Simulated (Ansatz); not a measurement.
# Ta(110) slab (24 atoms): surface energy

What is the surface energy of this cell, counted against the bulk crystal, and how far does it hang on functional and mesh?

Calculated with Ansatz 0.2.0: Kohn-Sham DFT, PBE, PAW (set soft_2), plane waves; cutoff 420 eV, fermi-dirac smearing of 0.1 eV. Cutoffs: 420 eV for PBE and PBEsol; 500 eV for r2SCAN.

**The cells**

The cell holds 24 atoms: 24 Ta. Cell: a = 5.750 Å, b = 5.750 Å, c = 26.738 Å, α = 90.0°, β = 90.0°, γ = 109.5°. It derives from Ta. The starting structure: Slab of Ta cut on (1 1 0), 11.7 Å thick, 2 x 2 surface cells, both faces free, 15 Å of vacuum; not relaxed. Lattice constants are starting values near those of PBE. Vacuum lies along c.

The bulk reference is Ta2 in a cell of 2 atoms, 18.297 Å³ an atom.

The input of the single point on the relaxed cell:

```yaml
crystal:
  lattice:
    - [5.75041, 0.0, 0.0]
    - [-1.9168, 5.42154, 0.0]
    - [0.0, 0.0, 26.73797]
  atoms:
    - { symbol: Ta, position: [1.0, 1.0, 0.28406] }
    - { symbol: Ta, position: [0.25, 0.25, 0.36824] }
    - { symbol: Ta, position: [0.0, 0.0, 0.45618] }
    - { symbol: Ta, position: [0.25, 0.25, 0.54382] }
    [... 18 atom lines left out ...]
    - { symbol: Ta, position: [0.5, 0.5, 0.63176] }
    - { symbol: Ta, position: [0.75, 0.75, 0.71594] }
kpoints:
  mp_grid: { grid: [7, 7, 1] }
hamiltonian:
  xc: pbe
scf:
  occupations: { method: fermi_dirac, width: 0.1 }
output:
  forces: true
  populations: true
  dos:
    method: { smearing: { sigma: 0.08 } }
    de: 0.1
    projected: { site_lists: { Ta: [Ta] } }
  eigenvalues: true
  write_density: true
  write_potential: true
  volumetric_format: npy
```

| cell | formula | k-mesh | relaxation steps | gain on relaxing (eV) | free energy, PBE (eV) | time of its runs on this page |
| --- | --- | --- | --- | --- | --- | --- |
| Ta(110) slab | Ta24 | 7×7×1 (relaxed on 4×4×1) | 3 | 0.21 | -238365.336 | 40 s |
| bulk Ta | Ta2 | 17×17×17 | - | - | -19864.546 | 19 s |

**Surface energy**

The excess is the cell's free energy less 12 times that of the bulk cell. It is divided by twice the area, as the cell holds two faces, so the value is their mean, and they need not be alike (31.18 Å²), with 1 eV/Å² = 16.022 J/m².

| level | k-mesh | excess (eV) | surface energy (J/m²) | per area (meV/Å²) |
| --- | --- | --- | --- | --- |
| PBE | 7×7×1 | 9.211 | 2.367 | 147.7 |
| PBE, denser mesh | 8×8×1 | 9.241 | 2.374 | 148.2 |
| r2SCAN | 7×7×1 | 10.034 | 2.578 | 160.9 |
| PBEsol | 7×7×1 | 10.135 | 2.604 | 162.5 |

Worked for the first row at PBE: (-238365.336) − 12 × (-19864.546) = 9.211 eV (from unrounded energies).

Then 9.211 / (2 × 31.18) × 16.022 = 2.367 J/m².

**Findings**

At PBE the surface energy is 2.37 J/m². At the same geometries the levels give 2.37 (PBE) to 2.60 J/m² (PBEsol) and the denser mesh leaves it within 0.01 J/m². Relaxing the atoms lowered it by 0.055 J/m² from the start (on the 4×4×1 mesh of the relaxation), and the farthest atom moved 0.10 Å.

Limits: The cell edges were held, so the lattice is the typed one for every functional. Cell and bulk are sampled on unlike meshes, and the error grows with the number of atoms subtracted. These are free energies under a smearing of 0.1 eV, whose entropy term isn't removed. Spin–orbit coupling is left out, which matters for the levels of the heavy elements. In some runs the program notes that the exchange-correlation potential is rough where the density is thin.

[Logs are printed without paths, hosts, clocks, repeated set-up lines and the standing remarks that a program may print on its own settings, such as how far it seeks lower states.]

[Hosts, paths, dates, database ids (printed as entryN), source tags and the programs' standing remarks are cut or masked in the printed files.]
